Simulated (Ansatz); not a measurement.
# How fast states decay through Cs2LaAlF6, part 2 of 3

A new crystal, Cs2LaAlF6: structure, gap and complex bands. It is built by putting La for Y, Al for In in the Cs2YInF6 structure of space group Fm-3m, with the volume rescaled by atomic radii. The parent structure comes from the Materials Project.

Ansatz 0.2.0; PBE DFT, plane waves, PAW files (the session's first sound run).

So far. Step 2 (Cell and atoms at rest): The largest force component on a free atom ends at 2.0e-4 eV/Å.

The structure was built from a prototype and need not be the compound's stable phase.

## (3) The bulk crystal and its band edges

The energy window and the wavevectors of the next steps follow from the band edges, so these are searched first, off the mesh as well.

Contents of input.yaml:

```yaml
crystal:
  lattice:
    - [0.0, 4.8762599277, 4.8762599277]
    - [4.8762599277, 0.0, 4.8762599277]
    - [4.8762599277, 4.8762599277, 0.0]
  atoms:
    - { symbol: Cs, position: [0.75, 0.75, 0.75] }
    - { symbol: Cs, position: [0.25, 0.25, 0.25] }
    - { symbol: La, position: [0.0, 0.0, 0.0] }
    - { symbol: Al, position: [0.5, 0.5, 0.5] }
    - { symbol: F, position: [0.7609196666, 0.2390803334, 0.2390803334] }
    - { symbol: F, position: [0.2390803334, 0.2390803334, 0.7609196666] }
    - { symbol: F, position: [0.2390803334, 0.7609196666, 0.7609196666] }
    - { symbol: F, position: [0.2390803334, 0.7609196666, 0.2390803334] }
    - { symbol: F, position: [0.7609196666, 0.2390803334, 0.7609196666] }
    - { symbol: F, position: [0.7609196666, 0.7609196666, 0.2390803334] }
kpoints:
  mp_grid: { grid: [4, 4, 4] }
  band_path: { path: [VBM, CBM], npoints: 30 }
scf:
  occupations: { method: fixed }
hamiltonian:
  xc: pbe
output:
  eigenvalues: true
  write_potential: true
  write_density: true
  volumetric_format: npy
  elf: true
```

Run with:

```bash
$ ansatz run input.yaml --threads 2 --pin off --max-ram 4096MiB --backend cpu --events-out ev --progress --plain --runs-dir out
```

Numbers of over 12 decimals in the logs are rounded to 6 here.

Log:

```text
[...]
Crystal: 10 atoms, lattice volume = 231.895 Å³
Basis set: ecut = 420 eV, 4573 PW (Γ)
Bands: 47, of which v1, the nominal top of the filled ones, is band 37 counted from 1 (36 counted from 0)
Symmetry: 48 space group operations
[...]
k-points: 8 of 64
[...]
SCF iter   1: F=—  HF=-22992.094692 eV  |F-HF|=—  |Δ(HF+E_count)|=         —  Δρ=2.24e-3  dr2=2.62e-2  ethr=1.77e-3  ⟨swp⟩=5.2  Hψ=1432  notcnv=0  defer=35
[...]
SCF iter   7: F=-22992.087654 eV  HF=-22992.087654 eV  |F-HF|=1.96e-8  |Δ(HF+E_count)|=   1.57e-7  Δρ=2.08e-6  dr2=1.37e-8  ethr=1.35e-10  ⟨swp⟩=11.5  Hψ=1612  notcnv=0
SCF 1 converged in 7 iterations: F = -22992.087654 eV  dr2 = 1.37e-8
[...]
NSCF: frozen V_eff on 16 k-points
[...]
SCF converged after 7 iterations
Free energy (F): -22992.087654 eV
[...]
Internal energy: -22992.087654 eV  (E = F + TS)
E sigma→0 (E₀):  -22992.087654 eV
Fermi energy:    4.942034 eV
[...]
--- Band table (eV; the first three rows and the last of 8) ---
  k-point 0: bands = [... 33 lower, 1.0862, 1.0862, 1.0862, 4.5261, 8.1721, 8.3571, 8.3571, 8.3571, ... 6 higher]
  k-point 1: bands = [... 33 lower, 1.0497, 1.0770, 1.0770, 4.7466, 8.1563, 8.2460, 8.3518, 8.3518, ... 6 higher]
  k-point 2: bands = [... 33 lower, 0.9971, 1.0955, 1.0955, 4.9420, 8.1709, 8.3482, 8.3482, 8.3610, ... 6 higher]
  k-point 7: bands = [... 33 lower, 0.9039, 1.0929, 1.0929, 4.6774, 8.1761, 8.3336, 8.3400, 8.3400, ... 6 higher]
```

Elapsed: 15 s, on 2 threads of Arm Neoverse V2, shared host; peak memory 0.55 GiB; 30 s of CPU time.

This step gave:

* free energy: -22992.0877 eV
* Fermi energy: 4.942 eV
* gap on the k-mesh: 3.124 eV
* gap on path: 3.123 eV, by band count; negative where bands overlap
* direct gap on path: 3.229 eV
* edge places on path: 0, 0.4558 1/A along the path

The electronic bands at the labelled points (eV, zero at the Fermi level (highest filled level under fixed occupations); v1 is the highest filled band, c1 the lowest empty one):

```
  point     v4     v3     v2     v1    c1    c2    c3    c4
    VBM  -3.94  -3.85  -3.85   0.00  3.23  3.41  3.41  3.42
halfway  -3.92  -3.88  -3.85  -0.12  3.22  3.29  3.40  3.41
    CBM  -3.90  -3.90  -3.86  -0.25  3.12  3.23  3.40  3.40
```

ELF in the ac plane of the conventional cell at fractional y = 0.000, with atoms of La and Al and F within 0.2 Å of it. It is the smooth field of the valence electrons, not physical close to the nuclei.

Ten even steps from '0' (0.00) to '9' (0.91), each cell a mean:
```
378358787349898962587872684
886237875138999951378851488
432013441013555420134420134
542000000001233200000000134
886200000014787630000001478
687300000037877851000002687
886200000037867851000001478
652000000025777630000000146
221000121001233100012100122
876213665214676520366411477
898326888427867852688842699
989438768538512763776862799
989437878538624853787852799
998325787326888841588731699
553102443102344310244310245
321000000002454310000000023
874100000026888741000000367
787300000047867852000001588
687300000036888741000002587
774100000013566410000000367
321001210001222210012100013
764115653126787741146630257
687248886238989962488862587
158358677349899972686773682
```
Columns run along a (9.8 Å), rows up along c (9.8 Å), edges of the conventional cell, whose origin can differ from the input's. Atoms in or near the plane, at fractional coordinates: La at (0.00, 0.00), La at (0.50, 0.50), Al at (0.50, 0.00), Al at (0.00, 0.50), F at (0.24, 0.00), F at (0.74, 0.50), F at (0.00, 0.24), F at (0.50, 0.74), F at (0.76, 0.00), F at (0.26, 0.50), F at (0.50, 0.26), F at (0.00, 0.76).

Electrostatic potential energy in the ac plane of the conventional cell at fractional y = 0.000, with atoms of La and Al and F within 0.2 Å of it. With pseudopotentials it is smooth inside the atoms' cores, unlike the true potential.

Values in eV, 13 rows by 16 columns, each cell a mean:
```
-32 -19   2 -17 -14   8   0  -9  -8  -4   7  -6 -21   0 -10 -33
 -5   2   7   9   9   9   7   4   3   6   9   9   9   8   4  -3
-25   5   9   8   8   9   9  -5 -11   8   9   8   8   9   8 -17
-23   6   9   8   8   9   8 -25 -33   3   9   8   8   9   9 -15
  6   8   9   9   9   8   6   0  -2   5   8   9   9   9   8   6
 -8  -1   8   2  -8   4  -6 -28 -31 -12   4  -5  -3   8   3  -7
 -3  -7   7 -19 -37  -6 -15 -32 -25 -26  -1 -33 -30   6  -2  -7
 -6   2   8   6   1   6  -2 -21 -24  -7   5   3   4   9   4  -4
  5   9   9   9   9   8   7  -2  -6   6   8   9   9   9   9   6
-31   4   9   8   8   9   8 -26 -35   3   9   8   8   9   8 -23
-15   6   8   8   9   9   9   2  -2   9   9   9   8   8   8  -9
-13  -1   6   8   8   9   6   0  -1   5   8   9   8   7   2 -10
-29 -23   1 -26 -23   7  -1  -8  -6  -6   7 -13 -30  -3 -13 -33
```
Columns run along a (9.8 Å; values clipped at the 3rd and 97th percentile), rows up along c (9.8 Å), edges of the conventional cell, whose origin can differ from the input's. Atoms in or near the plane, at fractional coordinates: La at (0.00, 0.00), La at (0.50, 0.50), Al at (0.50, 0.00), Al at (0.00, 0.50), F at (0.24, 0.00), F at (0.74, 0.50), F at (0.00, 0.24), F at (0.50, 0.74), F at (0.76, 0.00), F at (0.26, 0.50), F at (0.50, 0.26), F at (0.00, 0.76).

Valence density in the ac plane of the conventional cell at fractional y = 0.000, with atoms of La and Al and F within 0.2 Å of it. It is the smooth field of the valence electrons, not physical close to the nuclei.

Ten steps, logarithmic in the rise over the least value, from '0' (0 e/Å³) to '9' (12 e/Å³), each cell a mean:
```
555347985211111111379853455
553224542111111111245532345
332101110001111100011110123
431000000001122100000000124
863100000002465310000000247
974100000013798520000000269
863100000014798520000000247
431000000002566310000000123
110000000001233210000000011
111001232112444321123210111
111114675324555532467521111
111125997435555543699731111
111125897435555543589631111
111113454223555432355321111
111001111012333210111100011
211000000001344210000000012
642000000013687420000000135
973100000014899620000000258
973100000013687420000000259
652000000001343210000000136
321000000001111100000000123
442112321001111110123211234
554235763111111111257642355
555348995211111111479963455
```
Columns run along a (9.8 Å), rows up along c (9.8 Å), edges of the conventional cell, whose origin can differ from the input's. Atoms in or near the plane, at fractional coordinates: La at (0.00, 0.00), La at (0.50, 0.50), Al at (0.50, 0.00), Al at (0.00, 0.50), F at (0.24, 0.00), F at (0.74, 0.50), F at (0.00, 0.24), F at (0.50, 0.74), F at (0.76, 0.00), F at (0.26, 0.50), F at (0.50, 0.26), F at (0.00, 0.76).

The searched edges give 3.12 eV, against 3.12 eV on the mesh.

## (4) Decaying states in the gap

This step: PBE DFT, plane waves, PAW files; complex bands by layer matching along the plane's normal (Ansatz 0.2.0).

The same crystal is laid in a cell whose first two vectors span the (111) plane (indices of the standard conventional cell, whose axes can be ordered otherwise than in the bulk input). At fixed energy and wavevector in the plane the solver finds all kz, real and complex. A few wavevectors are listed, (0, 0) and (0, 0.2604) in units of the plane's reciprocal vectors; the slowest state needn't be among them.

Contents of input.yaml:

```yaml
crystal:
  lattice:
    - [6.896072923, 0.0, 0.0]
    - [3.448036462, 5.972174338, 0.0]
    - [3.448036462, 1.990724779, 5.630619964]
  atoms:
    - { symbol: Cs, position: [0.25, 0.25, 0.25] }
    - { symbol: Cs, position: [0.75, 0.75, 0.75] }
    - { symbol: La, position: [0.0, 0.0, 0.0] }
    - { symbol: Al, position: [0.5, 0.5, 0.5] }
    - { symbol: F, position: [0.7609196666, 0.7609196666, 0.2390803334] }
    - { symbol: F, position: [0.7609196666, 0.2390803334, 0.2390803334] }
    - { symbol: F, position: [0.2390803334, 0.2390803334, 0.7609196666] }
    - { symbol: F, position: [0.2390803334, 0.7609196666, 0.2390803334] }
    - { symbol: F, position: [0.7609196666, 0.2390803334, 0.7609196666] }
    - { symbol: F, position: [0.2390803334, 0.7609196666, 0.7609196666] }
kpoints:
  mp_grid: { grid: [4, 4, 4] }
scf:
  occupations: { method: fixed }
hamiltonian:
  xc: pbe
output:
  eigenvalues: true
  transmission:
    leads: [[0, 0]]
    kpoints: [[0.0, 0.0], [0.0, 0.2604]]
    e_range: [-1.0, 4.12]
    de: 0.09
```

Log:

```text
[...]
Crystal: 10 atoms, lattice volume = 231.895 Å³
Basis set: ecut = 420 eV, 4573 PW (Γ)
Bands: 47, of which v1, the nominal top of the filled ones, is band 37 counted from 1 (36 counted from 0)
Symmetry: 48 space group operations
[...]
k-points: 8 of 64
[...]
SCF iter   1: F=—  HF=-22992.094705 eV  |F-HF|=—  |Δ(HF+E_count)|=         —  Δρ=2.24e-3  dr2=2.62e-2  ethr=1.77e-3  ⟨swp⟩=5.4  Hψ=1431  notcnv=0  defer=37
[...]
SCF iter   7: F=-22992.087654 eV  HF=-22992.087654 eV  |F-HF|=1.96e-8  |Δ(HF+E_count)|=   1.46e-7  Δρ=2.08e-6  dr2=1.35e-8  ethr=1.35e-10  ⟨swp⟩=11.8  Hψ=1641  notcnv=0
SCF 1 converged in 7 iterations: F = -22992.087654 eV  dr2 = 1.35e-8
[...]
transmission: 8 of 16 steps passed
transmission: 16 of 16 steps passed
SCF converged after 7 iterations
Free energy (F): -22992.087654 eV
[...]
Internal energy: -22992.087654 eV  (E = F + TS)
E sigma→0 (E₀):  -22992.087654 eV
Fermi energy:    4.942035 eV
[...]
--- Band table (eV; the first three rows and the last of 8) ---
  k-point 0: bands = [... 33 lower, 1.0862, 1.0862, 1.0862, 4.5261, 8.1721, 8.3571, 8.3571, 8.3571, ... 6 higher]
  k-point 1: bands = [... 33 lower, 1.0497, 1.0770, 1.0770, 4.7466, 8.1563, 8.2460, 8.3518, 8.3518, ... 6 higher]
  k-point 2: bands = [... 33 lower, 0.9971, 1.0955, 1.0955, 4.9420, 8.1709, 8.3482, 8.3482, 8.3610, ... 6 higher]
  k-point 7: bands = [... 33 lower, 0.9039, 1.0929, 1.0929, 4.6774, 8.1761, 8.3336, 8.3400, 8.3400, ... 6 higher]
--- Transmission ---
  basis      : 361 plane waves across, 8 finite elements along
  points     : 2, as listed
  energies   : 57 from -1.000000 to 4.040000 eV about the Fermi level, 0.090000 eV apart; the leads are filled to 1.562154 eV, and channels, transmission and decay are at 1.520000 eV
  crystal 0  : Cs2F6La1Al1, at the sites [0, 0], period 5.6306 Å: whole cells are its period
    offset         : up to 0.0000 Å between an atom of the period and one for which it stands
    channels       : 0.000000e0 a spin
    conductance    : none, the energies end too early or step too widely for 300 K: set another output.transmission.e_range or a lower de, or, where they end at an eighth of basis.ecutwfc, a higher one
    slowest decay  : 0.4144 /Å at (0.0000, 0.2604)
```

Wall time 1.9 min (2 threads); peak memory 1.5 GiB; 3.9 min of CPU time.

This step gave:

```yaml
level_to_which_the_leads_are_filled: 1.562 eV from the Fermi level
decay_constant_at_the_filling_level_zone_centre: 0.4682 Å⁻¹
decay_constant_at_the_filling_level_slowest_listed_point: 0.4144 Å⁻¹
```

K parallel (0, 0); values up to 1.5 1/Å, a degenerate pair printed once or twice; energies at which all values exceed this have no row. The Im kz of the slowest decaying states by energy, zero at the highest filled level on the SCF mesh:

```
energy (eV)  decay 1 (Å⁻¹)  decay 2 (Å⁻¹)  decay 3 (Å⁻¹)  decay 4 (Å⁻¹)
      -1.00          0.326          0.668          0.706          0.773
      -0.82          0.285          0.673          0.706          0.780
      -0.64          0.225          0.677          0.705          0.786
      -0.37          0.684          0.701          0.785          0.794
      -0.19          0.690          0.698          0.782          0.798
      -0.01          0.695          0.695          0.778          0.801
       0.17          0.235          0.690          0.702          0.773
       0.44          0.379          0.682          0.714          0.744
       0.62          0.496          0.600          0.676          0.723
       0.80          0.534          0.669          0.734          0.748
       0.98          0.519          0.661          0.738          0.746
       1.25          0.495          0.648          0.722          0.766
       1.43          0.478          0.638          0.709          0.781
       1.61          0.459          0.628          0.695          0.794
       1.79          0.438          0.617          0.680          0.782
       2.06          0.404          0.601          0.652          0.748
       2.24          0.378          0.590          0.630          0.725
       2.42          0.350          0.586          0.598          0.702
       2.60          0.317          0.572          0.680          0.773
       2.87          0.255          0.539          0.657          0.787
       3.05          0.196          0.514          0.582          0.873
       3.23         0.0587         0.0959          0.488          0.488
       3.41          0.345          0.431          0.473          0.520
       3.68          0.311          0.391          0.428           1.01
       3.86          0.151          0.228          0.331          0.400
       4.04          0.118          0.243          0.254          0.327
```

K parallel (0, 0.2604); values up to 1.5 1/Å, a degenerate pair printed once or twice; energies at which all values exceed this have no row. Table of Im kz of the slowest decaying states by energy, zero at the highest filled level on the SCF mesh:

```
energy (eV)  decay 1 (Å⁻¹)  decay 2 (Å⁻¹)  decay 3 (Å⁻¹)  decay 4 (Å⁻¹)
      -1.00          0.483          0.512          0.703          0.730
      -0.73          0.444          0.476          0.708          0.731
      -0.46          0.376          0.409          0.712          0.731
      -0.28          0.244          0.315          0.715          0.730
      -0.01          0.245          0.433          0.720          0.728
       0.26          0.363          0.456          0.725          0.725
       0.53          0.406          0.461          0.721          0.724
       0.80          0.425          0.458          0.705          0.716
       0.98          0.428          0.452          0.692          0.712
       1.25          0.425          0.438          0.669          0.705
       1.52          0.414          0.420          0.644          0.696
       1.79          0.396          0.397          0.617          0.686
       2.06          0.366          0.373          0.586          0.673
       2.24          0.342          0.353          0.563          0.664
       2.51          0.297          0.317          0.526          0.631
       2.78          0.235          0.270          0.482          0.601
       3.05          0.117          0.205          0.432          0.481
       3.32         0.0590          0.301          0.404          0.438
       3.50          0.138          0.259          0.292          0.367
       3.77          0.177          0.321          0.379          0.420
       4.04          0.118          0.284          0.343          0.375
```

At the listed wavevectors the last open channel is at -0.01 eV and the next at +3.14 eV on the grid. At +1.52 eV, the grid energy nearest the filling level (the middle of the gap on the SCF mesh), the slowest state at the listed wavevectors decays with κ = 0.414 Å⁻¹, its amplitude falling by e over 2.4 Å. Through 1 nm of this crystal that state's transmission falls by exp(−2 × 0.414 Å⁻¹ × 10 Å) = 2.5e-4.

## (5) Band edges at another level

This step: PBEsol DFT, plane waves, PAW files (Ansatz 0.2.0).

The edges again with PBEsol, at the same atoms.

Contents of input.yaml:

```yaml
crystal:
  lattice:
    - [0.0, 4.8762599277, 4.8762599277]
    - [4.8762599277, 0.0, 4.8762599277]
    - [4.8762599277, 4.8762599277, 0.0]
  atoms:
    - { symbol: Cs, position: [0.75, 0.75, 0.75] }
    - { symbol: Cs, position: [0.25, 0.25, 0.25] }
    - { symbol: La, position: [0.0, 0.0, 0.0] }
    - { symbol: Al, position: [0.5, 0.5, 0.5] }
    - { symbol: F, position: [0.7609196666, 0.2390803334, 0.2390803334] }
    - { symbol: F, position: [0.2390803334, 0.2390803334, 0.7609196666] }
    - { symbol: F, position: [0.2390803334, 0.7609196666, 0.7609196666] }
    - { symbol: F, position: [0.2390803334, 0.7609196666, 0.2390803334] }
    - { symbol: F, position: [0.7609196666, 0.2390803334, 0.7609196666] }
    - { symbol: F, position: [0.7609196666, 0.7609196666, 0.2390803334] }
kpoints:
  mp_grid: { grid: [4, 4, 4] }
  band_path: { path: [VBM, CBM], npoints: 30 }
scf:
  occupations: { method: fixed }
hamiltonian:
  xc: pbesol
output:
  eigenvalues: true
```

Log:

```text
[...]
Crystal: 10 atoms, lattice volume = 231.895 Å³
Basis set: ecut = 420 eV, 4573 PW (Γ)
Bands: 47, of which v1, the nominal top of the filled ones, is band 37 counted from 1 (36 counted from 0)
Symmetry: 48 space group operations
[...]
k-points: 8 of 64
[...]
SCF iter   1: F=—  HF=-22672.449040 eV  |F-HF|=—  |Δ(HF+E_count)|=         —  Δρ=9.80e-3  dr2=1.50e-1  ethr=1.77e-3  ⟨swp⟩=5.2  Hψ=1435  notcnv=0  defer=34
[...]
SCF iter   7: F=-22672.408786 eV  HF=-22672.408786 eV  |F-HF|=3.80e-8  |Δ(HF+E_count)|=   5.70e-7  Δρ=2.59e-6  dr2=2.21e-8  ethr=1.35e-10  ⟨swp⟩=11.4  Hψ=1774  notcnv=0
SCF 1 converged in 7 iterations: F = -22672.408786 eV  dr2 = 2.21e-8
[...]
SCF converged after 7 iterations
Free energy (F): -22672.408786 eV
[...]
Internal energy: -22672.408786 eV  (E = F + TS)
E sigma→0 (E₀):  -22672.408786 eV
Fermi energy:    4.832494 eV
[...]
--- Band table (eV; the first three rows and the last of 8) ---
  k-point 0: bands = [... 33 lower, 0.9794, 0.9794, 0.9794, 4.3904, 8.0659, 8.2511, 8.2511, 8.2511, ... 6 higher]
  k-point 1: bands = [... 33 lower, 0.9420, 0.9695, 0.9695, 4.6246, 8.0019, 8.0836, 8.2451, 8.2451, ... 6 higher]
  k-point 2: bands = [... 33 lower, 0.8884, 0.9870, 0.9870, 4.8325, 8.0646, 8.1586, 8.2414, 8.2414, ... 6 higher]
  k-point 7: bands = [... 33 lower, 0.7924, 0.9856, 0.9856, 4.5635, 8.0708, 8.2240, 8.2281, 8.2281, ... 6 higher]
```

Wall time 16 s (2 threads); peak memory 0.52 GiB; 32 s of CPU time.

Numbers from this step:

| Quantity | Value |
| --- | --- |
| free energy | -22672.4088 eV |
| Fermi energy | 4.832 eV |
| gap on the k-mesh | 3.019 eV |
| gap on path | 3.017 eV, by band count; negative where bands overlap |
| direct gap on path | 3.232 eV |

Electronic bands along the path, in eV, zero at the Fermi level (highest filled level under fixed occupations); v1 is the highest filled band, c1 the lowest empty one:

```
  point     v4     v3     v2     v1    c1    c2    c3    c4
    VBM  -3.94  -3.85  -3.85   0.00  3.23  3.33  3.41  3.41
halfway  -3.92  -3.88  -3.85  -0.13  3.18  3.23  3.40  3.41
    CBM  -3.89  -3.89  -3.86  -0.26  3.02  3.23  3.40  3.40
```

The searched edges give 3.02 eV, as on the mesh.

For the gap on the k-mesh, step 3 gave 3.12 eV; this run, with PBEsol, gives 3.02 eV.

(Continued in part 3 of 3.)

[Logs are printed without paths, hosts, clocks, repeated set-up lines and the standing remarks that a program may print on its own settings, such as how far it seeks lower states.]

[Hosts, paths, dates, database ids (printed as entryN), source tags and the programs' standing remarks are cut or masked in the printed files.]
